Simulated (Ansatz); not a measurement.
# CO on Mo(110): change of the work function, part 2 of 5

How does CO on the longbridge site change the work function of Mo(110) as the layer fills?

Ansatz 0.2.0; plane-wave DFT, RPBE, Ansatz PAW.

So far, work function, upper face (eV): step 2 (the clean slab) 4.46.

## Step 3: Adsorbate added, k-mesh 6×6×1, coverage 0.25 ML

System of this step: CO/Mo(110). The cell holds 18 atoms: 16 Mo, 1 C and 1 O. Its edges and angles: a = 5.456 Å, b = 5.456 Å, c = 27.499 Å, α = 90.0°, β = 90.0°, γ = 70.5°. Vacuum lies along c.

The clean slab as it ended is repeated in the plane and the adsorbate is set on one face; the cell's size fixes the coverage, and the k-mesh shrinks with it to keep the sampling density about even. Adsorbate and upper layers relax, since the dipole depends on the height.

Input file input.yaml:

```yaml
crystal:
  lattice:
    - [4.4547727214, -3.15, 0.0]
    - [4.4547727214, 3.15, 0.0]
    - [0.0, 0.0, 27.4993094706]
  atoms:
    - { symbol: Mo, position: [0.0, 0.0, 0.3272809453] }
    - { symbol: Mo, position: [0.25, 0.25, 0.4082788469] }
    - { symbol: Mo, position: [0.0, 0.0, 0.4908120047] }
    - { symbol: Mo, position: [0.25, 0.25, 0.5695848639] }
    - { symbol: Mo, position: [0.0, 0.5, 0.3272809453] }
    - { symbol: Mo, position: [0.25, 0.75, 0.4082788469] }
    - { symbol: Mo, position: [0.0, 0.5, 0.4908120047] }
    - { symbol: Mo, position: [0.25, 0.75, 0.5695848639] }
    - { symbol: Mo, position: [0.5, 0.0, 0.3272809453] }
    - { symbol: Mo, position: [0.75, 0.25, 0.4082788469] }
    - { symbol: Mo, position: [0.5, 0.0, 0.4908120047] }
    - { symbol: Mo, position: [0.75, 0.25, 0.5695848639] }
    - { symbol: Mo, position: [0.5, 0.5, 0.3272809453] }
    - { symbol: Mo, position: [0.75, 0.75, 0.4082788469] }
    - { symbol: Mo, position: [0.5, 0.5, 0.4908120047] }
    - { symbol: Mo, position: [0.75, 0.75, 0.5695848639] }
    - { symbol: C, position: [0.0, 0.0, 0.6305361772] }
    - { symbol: O, position: [0.0, 0.0, 0.6727190547] }
kpoints:
  mp_grid: { grid: [6, 6, 1] }
hamiltonian:
  xc: rpbe
scf:
  occupations: { method: fermi_dirac, width: 0.1 }
  convergence: { dr2_threshold: 1.0e-08 }
efield:
  axis: 3
  dipole_correction: true
  ramp_position: 0.97
  ramp_width: 0.06
relax:
  f_tol: 0.02
  max_steps: 60
  constraints: [{ sites: [0, 1, 4, 5, 8, 9, 12, 13] }]
output:
  bader: true
  dos: { projected: true, e_range: [-8, 4] }
  write_potential: true
  write_density: true
  volumetric_format: npy
  elf: true
```

On the command line:

```bash
ansatz run input.yaml --threads 4 --pin off --max-ram 6144MiB --backend cpu --events-out ev --progress --plain --runs-dir out
```

Numbers of over 12 decimals in the logs are rounded to 6 here.

The program printed:

```text
[...]
Crystal: 18 atoms, lattice volume = 771.770 Å³
Basis set: ecut = 420 eV, 15107 PW (Γ), exchange–correlation on 80×80×384 points (8 copies of the dense FFT grid, shifted against one another)
Bands: 141, of which v1, the nominal top of the filled ones, is band 117 counted from 1 (116 counted from 0)
Symmetry: 4 space group operations
[...]
k-points: 13 of 36
[...]
SCF iter   1: F=—  HF=-80220.677460 eV  |F-HF|=—  |Δ(HF+E_count)|=         —  Δρ=5.22e-3  dr2=1.21e0  ethr=1.77e-3  p=-0.169 e·Å  D=-3.95e-2 V/Å  ΔV_dip=1.09 eV  dr2_dipole=1.49e-1  V_vac-E_F(+/−)=5.84/4.75 eV  ⟨swp⟩=9.2  Hψ=9417  notcnv=0
[...]
SCF iter  10: F=-80220.622486 eV  HF=-80220.622486 eV  |F-HF|=1.92e-8  |Δ(HF+E_count)|=   1.07e-7  Δρ=6.88e-7  dr2=5.53e-9  ethr=4.27e-12  p=-0.136 e·Å  D=-3.20e-2 V/Å  ΔV_dip=0.88 eV  dr2_dipole=7.66e-12  V_vac-E_F(+/−)=5.38/4.50 eV  ⟨swp⟩=8.4  Hψ=14091  notcnv=0
SCF 1 converged in 10 iterations: F = -80220.622486 eV  dr2 = 5.53e-9
[...]
relax step   1: F+E_penalty+E_count = -80220.62248576 eV  Δ(F+E_penalty+E_count) = +0.000e0 eV  max|allowed force component| = 3.488e0 eV/Å  Δτ_max = 0.0000 Å  (10 SCF iters, accepted)
[...]
SCF iter  11: F=-80220.715695 eV  HF=-80220.715695 eV  |F-HF|=8.31e-9  |Δ(HF+E_count)|=   2.82e-8  Δρ=3.94e-7  dr2=2.69e-9  ethr=4.27e-12  p=-0.159 e·Å  D=-3.74e-2 V/Å  ΔV_dip=1.03 eV  dr2_dipole=6.78e-11  V_vac-E_F(+/−)=5.53/4.51 eV  ⟨swp⟩=10.8  Hψ=13078  notcnv=0
SCF 2 converged in 11 iterations: F = -80220.715695 eV  dr2 = 2.69e-9
relax step   2: F+E_penalty+E_count = -80220.71569483 eV  Δ(F+E_penalty+E_count) = -9.321e-2 eV  max|allowed force component| = 1.956e0 eV/Å  Δτ_max = 0.1414 Å  (11 SCF iters, accepted)
SCF iter   1: F=—  HF=-80220.810649 eV  |F-HF|=—  |Δ(HF+E_count)|=         —  Δρ=3.74e-3  dr2=1.07e-1  ethr=7.65e-4  p=-0.159 e·Å  D=-3.74e-2 V/Å  ΔV_dip=1.03 eV  dr2_dipole=1.12e-3  V_vac-E_F(+/−)=5.54/4.51 eV  ⟨swp⟩=4.1  Hψ=3537  notcnv=0
[...]
SCF iter  10: F=-80220.795108 eV  HF=-80220.795108 eV  |F-HF|=1.26e-8  |Δ(HF+E_count)|=   7.43e-8  Δρ=3.77e-7  dr2=1.52e-9  ethr=4.27e-12  p=-0.186 e·Å  D=-4.37e-2 V/Å  ΔV_dip=1.20 eV  dr2_dipole=1.13e-10  V_vac-E_F(+/−)=5.71/4.51 eV  ⟨swp⟩=11.2  Hψ=13347  notcnv=0
SCF 3 converged in 10 iterations: F = -80220.795108 eV  dr2 = 1.52e-9
relax step   3: F+E_penalty+E_count = -80220.79510759 eV  Δ(F+E_penalty+E_count) = -7.941e-2 eV  max|allowed force component| = 3.969e-1 eV/Å  Δτ_max = 0.0575 Å  (10 SCF iters, accepted)
[...]
relax step   4: F+E_penalty+E_count = -80220.79746182 eV  Δ(F+E_penalty+E_count) = -2.354e-3 eV  max|allowed force component| = 4.255e-2 eV/Å  Δτ_max = 0.0153 Å  (8 SCF iters, accepted)
SCF iter   1: F=—  HF=-80220.796716 eV  |F-HF|=—  |Δ(HF+E_count)|=         —  Δρ=2.26e-4  dr2=3.01e-4  ethr=4.77e-6  p=-0.182 e·Å  D=-4.26e-2 V/Å  ΔV_dip=1.17 eV  dr2_dipole=2.32e-5  V_vac-E_F(+/−)=5.68/4.51 eV  ⟨swp⟩=2.0  Hψ=2912  notcnv=0
[...]
SCF iter   6: F=-80220.797600 eV  HF=-80220.797600 eV  |F-HF|=7.24e-8  |Δ(HF+E_count)|=   1.88e-7  Δρ=7.98e-7  dr2=7.03e-9  ethr=4.27e-12  p=-0.182 e·Å  D=-4.27e-2 V/Å  ΔV_dip=1.18 eV  dr2_dipole=2.14e-11  V_vac-E_F(+/−)=5.68/4.51 eV  ⟨swp⟩=11.0  Hψ=14155  notcnv=0
SCF 5 converged in 6 iterations: F = -80220.797600 eV  dr2 = 7.03e-9
relax step   5: F+E_penalty+E_count = -80220.79759963 eV  Δ(F+E_penalty+E_count) = -1.378e-4 eV  max|allowed force component| = 8.246e-3 eV/Å  Δτ_max = 0.0046 Å  (6 SCF iters, accepted)
NSCF: frozen V_eff on 13 k-points
[...]
WARN: The input density's exchange-correlation potential varies sharply where the density is thin. Do not read a vacuum level from v_tot or v_xc, or from such a field of the output density. On a cell that repeats whose density bears no net charge and no dipole along the vacuum's axis use v_es (v_loc + v_h of the components); under efield.dipole_correction with no amplitude use v_es + v_field, which holds any external [...]
SCF converged after 6 iterations
Free energy (F): -80220.797600 eV
[...]
Internal energy: -80220.324753 eV  (E = F + TS)
E sigma→0 (E₀):  -80220.561176 eV
Entropy (-TS):   -0.472847 eV (-26.269 meV/atom)
Fermi energy:    3.751728 eV
Dipole field:    D = -0.042729 V/Å  (p = -0.182240 e·Å, saw-weighted, corrected)
Work function:   Φ+ = 5.6818 eV   Φ− = 4.5068 eV
[...]
--- Forces (eV/Å), atoms counted from 1 ---
  atom   1  Mo     0.00000000     0.00000000     0.33266446
  atom   2  Mo    -0.01764564     0.00000000    -0.44079672
  atom   3  Mo     0.00000000     0.00000000     0.00093330
  atom   4  Mo     0.00349961     0.00000000     0.00193744
  atom   5  Mo     0.00000000     0.00000000     0.43195874
  atom   6  Mo    -0.00000000    -0.04135585    -0.33017110
  atom   7  Mo     0.00000000     0.00000000    -0.00163326
  atom   8  Mo     0.00000000     0.00583039     0.00434782
  atom   9  Mo     0.00000000     0.00000000     0.43195874
  atom  10  Mo    -0.00000000     0.04135585    -0.33017110
  atom  11  Mo    -0.00000000     0.00000000    -0.00163326
  atom  12  Mo    -0.00000000    -0.00583039     0.00434782
  atom  13  Mo     0.00000000     0.00000000     0.34677233
  atom  14  Mo     0.01764564     0.00000000    -0.44079672
  atom  15  Mo    -0.00000000     0.00000000    -0.00645330
  atom  16  Mo    -0.00349961     0.00000000     0.00193744
  atom  17  C      0.00000000     0.00000000     0.00304139
  atom  18  O     -0.00000000     0.00000000    -0.00824588
  max |Σ_I F_I| component: 1.86e-6 eV/Å
--- Band table (eV; the first three rows and the last of 13) ---
  k-point 0: bands = [... 113 lower, 4.2421, 4.2767, 4.6914, 4.6968, 4.7206, 4.7324, 4.8623, 4.9363, ... 20 higher]
  k-point 1: bands = [... 113 lower, 4.0369, 4.1439, 4.2976, 4.3862, 4.4113, 4.6032, 4.7672, 4.7737, ... 20 higher]
  k-point 2: bands = [... 113 lower, 3.3544, 3.4476, 3.4996, 3.6738, 3.9436, 4.2035, 4.2184, 4.4286, ... 20 higher]
  k-point 12: bands = [... 113 lower, 2.9258, 3.0506, 3.0564, 3.0626, 3.1062, 3.1889, 3.2900, 3.5684, ... 20 higher]
--- Relaxed structure (5 steps of the walk, 5 accepted, 0 SCFs on fresh bases) ---
  F+E_penalty+E_count = -80220.79759963 eV   max|allowed force component| = 8.246e-3 eV/Å
  atoms:
    - { symbol: Mo, position: [0.0, 0.0, 0.327281] }
    - { symbol: Mo, position: [0.25, 0.25, 0.408279] }
    - { symbol: Mo, position: [-1.9515479887801264e-19, -1.9515479887801264e-19, 0.490432] }
    - { symbol: Mo, position: [0.246245, 0.246245, 0.571489] }
    - { symbol: Mo, position: [0.0, 0.5, 0.327281] }
    - { symbol: Mo, position: [0.25, 0.75, 0.408279] }
    - { symbol: Mo, position: [0.0, 0.5, 0.491409] }
    - { symbol: Mo, position: [0.256176, 0.743824, 0.569897] }
    - { symbol: Mo, position: [0.5, 0.0, 0.327281] }
    - { symbol: Mo, position: [0.75, 0.25, 0.408279] }
    - { symbol: Mo, position: [0.5, 0.0, 0.491409] }
    - { symbol: Mo, position: [0.743824, 0.256176, 0.569897] }
    - { symbol: Mo, position: [0.5, 0.5, 0.327281] }
    - { symbol: Mo, position: [0.75, 0.75, 0.408279] }
    - { symbol: Mo, position: [0.5, 0.5, 0.489606] }
    - { symbol: Mo, position: [0.753755, 0.753755, 0.571489] }
    - { symbol: C, position: [-3.213867629474154e-18, -3.213867629474154e-18, 0.624284] }
    - { symbol: O, position: [-2.3308235087491866e-18, -2.3308235087491866e-18, 0.668184] }
--- Bader charges: 18 sites ---
  site symbol  charge [e]  shift [e]
     0     Mo     -0.0580     0.0000
     1     Mo      0.0554     0.0000
     2     Mo      0.0555     0.0000
     3     Mo      0.1065     0.0000
     4     Mo     -0.0547     0.0000
     5     Mo      0.0471     0.0000
     6     Mo      0.0664     0.0000
     7     Mo      0.1660     0.0001
     8     Mo     -0.0548     0.0000
     9     Mo      0.0471     0.0000
    10     Mo      0.0664     0.0000
    11     Mo      0.1660     0.0001
    12     Mo     -0.0581     0.0000
    13     Mo      0.0554     0.0000
    14     Mo      0.0302     0.0000
    15     Mo      0.1065     0.0000
    16      C      0.2987     0.0031
    17      O     -1.0415     0.0034
  estimated error of the sums over rays = 6.6e-4 e
```

The job ended after 2.4 min (4 threads of Intel Xeon 6975P-C (Granite Rapids), shared host; peak memory 3.1 GiB).

This run has no spin polarisation, although Mo can carry a moment.

Step by step:

| step | energy less that of the first step (eV) | largest force component (eV/Å) |
| --- | --- | --- |
| 1 | 0.0000 | 3.4884 |
| 2 | -0.0932 | 1.9562 |
| 3 | -0.1726 | 0.3969 |
| 4 | -0.1750 | 0.0425 |
| 5 | -0.1751 | 0.0082 |

The run keeps the 4 symmetry operations that it works with, so distortions that break them were not tested.

The atoms that moved most (Å):

| atom | dx | dy | dz | length |
| --- | --- | --- | --- | --- |
| C17 | 0.000 | 0.000 | -0.172 | 0.172 |
| O18 | 0.000 | 0.000 | -0.125 | 0.125 |
| Mo4 | -0.033 | 0.000 | 0.052 | 0.062 |
| Mo16 | 0.033 | 0.000 | 0.052 | 0.062 |
| Mo12 | 0.000 | 0.039 | 0.009 | 0.040 |
| Mo8 | 0.000 | -0.039 | 0.009 | 0.040 |
| Mo15 | 0.000 | 0.000 | -0.033 | 0.033 |
| Mo11 | 0.000 | 0.000 | 0.016 | 0.016 |

The relaxed structure:

```xyz
18
Lattice="4.4548 -3.1500 0.0000 4.4548 3.1500 0.0000 0.0000 0.0000 27.4993" Properties=species:S:1:pos:R:3
Mo    0.0000    0.0000    9.0000
Mo    2.2274    0.0000   11.2274
Mo    0.0000    0.0000   13.4866
Mo    2.1939    0.0000   15.7155
Mo    2.2274    1.5750    9.0000
Mo    4.4548    1.5750   11.2274
Mo    2.2274    1.5750   13.5134
Mo    4.4548    1.5361   15.6718
Mo    2.2274   -1.5750    9.0000
Mo    4.4548   -1.5750   11.2274
Mo    2.2274   -1.5750   13.5134
Mo    4.4548   -1.5361   15.6718
Mo    4.4548    0.0000    9.0000
Mo    6.6822    0.0000   11.2274
Mo    4.4548    0.0000   13.4638
Mo    6.7156    0.0000   15.7155
C     0.0000    0.0000   17.1674
O     0.0000    0.0000   18.3746
```

Numbers from this step:

| Item | Value |
| --- | --- |
| energy at zero smearing | -80220.5612 eV |
| work function, upper face | 5.682 eV |
| work function, lower face | 4.507 eV |
| dipole along the normal | -0.1822 e·Å |
| step between the vacuum levels | 1.175 eV |

Running mean over 2.227 Å of the planar mean; the ramp of the sawtooth is left out. Table of electron's electrostatic potential energy less the Fermi level by z:

z (Å), electron's electrostatic potential energy less the Fermi level (eV) and a bar from the least value:
```
      3.5        4.5 ############################
      4.0        4.5 ############################
      4.5        4.5 ############################
      5.0        4.5 ############################
      5.5        4.5 ############################
      6.0        4.4 ############################
      6.5        4.0 ###########################
      7.0        3.0 ##########################
      7.5       -0.3 #####################
      8.0       -6.1 ###########
      8.5      -10.9 ####
      9.0      -12.5 #
      9.5      -12.7 #
     10.0      -12.8 #
     10.5      -12.8 
     11.0      -12.9 
     11.5      -12.8 
     12.0      -12.6 #
     12.5      -12.5 #
     13.0      -12.7 #
     13.5      -12.9 
     14.0      -13.1 
     14.5      -13.1 
     15.0      -13.0 
     15.5      -12.8 
     16.0      -12.5 #
     16.5       -9.5 ######
     17.0       -3.9 ###############
     17.5        0.3 #####################
     18.0        2.1 ########################
     18.5        3.5 ###########################
     19.0        4.3 ############################
     19.5        5.0 #############################
     20.0        5.6 ##############################
     20.5        5.7 ##############################
     21.0        5.7 ##############################
     21.5        5.7 ##############################
     22.0        5.7 ##############################
     22.5        5.7 ##############################
     23.0        5.7 ##############################
     23.5        5.7 ##############################
     24.0        5.7 ##############################
```

The density of states has structure finer than the step of the table below, so its rows give means over 0.25 eV, whole bins alone (the curve runs from -8 to 1.47 eV). Peaks (eV: height): -3.670: 29.0, -3.160: 31.2, -2.890: 27.2, -2.710: 41.5, -1.710: 27.4, -1.590: 30.7, 1.050: 28.2.

Table of density of states by energy, zero at the Fermi level; means over each step:

energy (eV), density of states (states/eV a cell) and a bar:
```
    -7.00        0.0 
    -6.75        0.7 #
    -6.50        3.2 ####
    -6.25        5.3 ######
    -6.00       14.0 ################
    -5.75        2.4 ###
    -5.50        1.4 ##
    -5.25        2.7 ###
    -5.00        4.7 #####
    -4.75       14.4 ################
    -4.50       16.5 ##################
    -4.25       16.8 ###################
    -4.00       17.8 ####################
    -3.75       26.0 #############################
    -3.50       20.6 #######################
    -3.25       19.6 ######################
    -3.00       22.0 #########################
    -2.75       26.8 ##############################
    -2.50       19.5 ######################
    -2.25       22.6 #########################
    -2.00       19.7 ######################
    -1.75       23.2 ##########################
    -1.50       22.7 #########################
    -1.25       19.5 ######################
    -1.00       15.6 #################
    -0.75       11.7 #############
    -0.50       14.9 #################
    -0.25       14.2 ################
     0.00       13.3 ###############
     0.25       17.9 ####################
     0.50       19.2 #####################
     0.75       21.0 #######################
     1.00       24.8 ############################
     1.25       23.8 ###########################
```

Projected DOS per atom over height of the atomic layer and energy from the Fermi level. Layers: Mo4 Mo4 Mo4 Mo4 C O from below.

Ten even steps from '_' (0.0 states/eV) to '@' (4.4 states/eV), each cell a mean:
```
--------____
--::--::____
--::::::____
::....::__..
::....::__..
::....::____
--....--____
--::::--____
--::::--____
--------____
::----::____
::::::::____
::----::____
..----..____
__::::______
____________
__________..
________##@@
________..==
____________
____________
____________
```
Columns: height of the atomic layer (Å) from 9 to 18.4 (not evenly spaced); rows upwards: energy from the Fermi level (eV) from -7.96 to 1.45.

Valence density in the ca plane at fractional y = 0.000, with atoms of Mo and C and O within 0.2 Å of it. It is the smooth field of the valence electrons, not physical close to the nuclei.

Ten steps, logarithmic in the rise over the least value, from '0' (0.0 e/Å³) to '9' (6.5 e/Å³), each cell a mean:
```
64333334799974333356678997410000000000000000
43333333578754333345555665200000000000000000
33333333345543333333333332100000000000000000
33334333334433334332211110000000000000000000
33333333355543334332110000000000000000000000
43333333578864333332100000000000000000000000
64333334799974333322100000000000000000000000
64333334799985333322100000000000000000000000
53333334689864333322100000000000000000000000
43333333467643333332100000000000000000000000
33334333344433334332210000000000000000000000
33334333344433334333322221000000000000000000
43333333467643333344444553100000000000000000
54333334689864333346667886310000000000000000
64333334799985333356778998410000000000000000
```
Columns run along c (16.0 Å, from fractional 0.36 to 0.94 of the cell), rows up along a (5.5 Å). Atoms in or near the plane, at fractional coordinates: Mo at (0.49, 0.00), Mo at (0.49, 0.50), C at (0.62, 0.00), O at (0.67, 0.00).

Electrostatic potential energy in the ca plane at fractional y = 0.000, with atoms of Mo and C and O within 0.2 Å of it. With pseudopotentials it is smooth inside the atoms' cores, unlike the true potential.

Values in eV, 8 rows by 16 columns, each cell a mean:
```
-51 -23   3   3 -25 -50  -1   3 -20 -26 -15   9   9   9   9   9
 -5   1   2   2   0  -6   3   1   3   6   8   9   9   9   9   9
-15  -4   2   3  -4 -16   2   1   5   8   9   9   9   9   9   9
-61 -30   4   4 -30 -61  -3   4   6   8   9   9   9   9   9   9
-51 -23   3   3 -24 -51  -2   3   6   8   9   9   9   9   9   9
 -5   1   2   2   0  -6   3   1   5   8   9   9   9   9   9   9
-15  -4   2   3  -5 -15   3   1   1   2   5   9   9   9   9   9
-61 -30   4   4 -32 -60  -3   3 -31 -39 -25   9   9   9   9   9
```
Columns run along c (16.0 Å, from fractional 0.31 to 0.89 of the cell; values clipped at the 3rd and 97th percentile), rows up along a (5.5 Å). Atoms in or near the plane, at fractional coordinates: Mo at (0.33, 0.00), Mo at (0.49, 0.00), Mo at (0.33, 0.50), Mo at (0.49, 0.50), C at (0.62, 0.00), O at (0.67, 0.00).

ELF in the ca plane at fractional y = 0.000, with atoms of Mo and C and O within 0.2 Å of it. It is the smooth field of the valence electrons, not physical close to the nuclei.

Values, 8 rows by 16 columns, each cell a mean:
```
0.35 0.32 0.33 0.60 0.46 0.33 0.44 0.59 0.71 0.74 0.11 0.00 0.00 0.00 0.00 0.00
0.37 0.30 0.39 0.32 0.32 0.35 0.34 0.44 0.37 0.40 0.05 0.00 0.00 0.00 0.00 0.00
0.35 0.30 0.36 0.37 0.32 0.34 0.35 0.23 0.03 0.04 0.01 0.00 0.00 0.00 0.00 0.00
0.37 0.35 0.33 0.59 0.52 0.34 0.38 0.30 0.03 0.00 0.00 0.00 0.00 0.00 0.00 0.00
0.35 0.32 0.33 0.59 0.48 0.34 0.36 0.28 0.02 0.00 0.00 0.00 0.00 0.00 0.00 0.00
0.37 0.30 0.39 0.32 0.32 0.34 0.34 0.24 0.06 0.10 0.01 0.00 0.00 0.00 0.00 0.00
0.35 0.30 0.36 0.37 0.32 0.34 0.36 0.56 0.53 0.54 0.06 0.00 0.00 0.00 0.00 0.00
0.37 0.35 0.34 0.60 0.51 0.33 0.47 0.49 0.66 0.77 0.12 0.00 0.00 0.00 0.00 0.00
```
Columns run along c (16.0 Å, from fractional 0.36 to 0.94 of the cell), rows up along a (5.5 Å). Atoms in or near the plane, at fractional coordinates: Mo at (0.49, 0.00), Mo at (0.49, 0.50), C at (0.62, 0.00), O at (0.67, 0.00).

The relaxation took 5 steps and lowered the energy by 0.18 eV; the largest force on the free atoms ends at 0.0082 eV/Å.

By hand: a sheet of dipoles makes a step −p/(ε₀A) in the electron's potential. With e/ε₀ = 180.95 V·Å, p = -0.1822 e·Å and A = 28.07 Å², that is −180.95 × (-0.1822) / 28.07 = +1.175 eV, and the two vacuum levels of the run differ by +1.175 eV.

The covered face has 5.68 eV, +1.22 eV against the clean one; the bare back face has moved by -0.03 eV, a measure of how thin the slab is.

(Continued in part 3 of 5.)

[Logs are printed without paths, hosts, clocks, repeated set-up lines and the standing remarks that a program may print on its own settings, such as how far it seeks lower states.]

[Hosts, paths, dates, database ids (printed as entryN), source tags and the programs' standing remarks are cut or masked in the printed files.]

[Maps of the electrostatic potential energy from Ansatz leave out the sawtooth potential of an applied field or a dipole correction, so their vacuum need not be flat; planar profiles and work functions include it.]

[The density of states shown here was stored with 400 of the rows of the run's finer table, so its peaks can read low, often by over a quarter, or be missed, and its means over a window can be off by a tenth or more.]
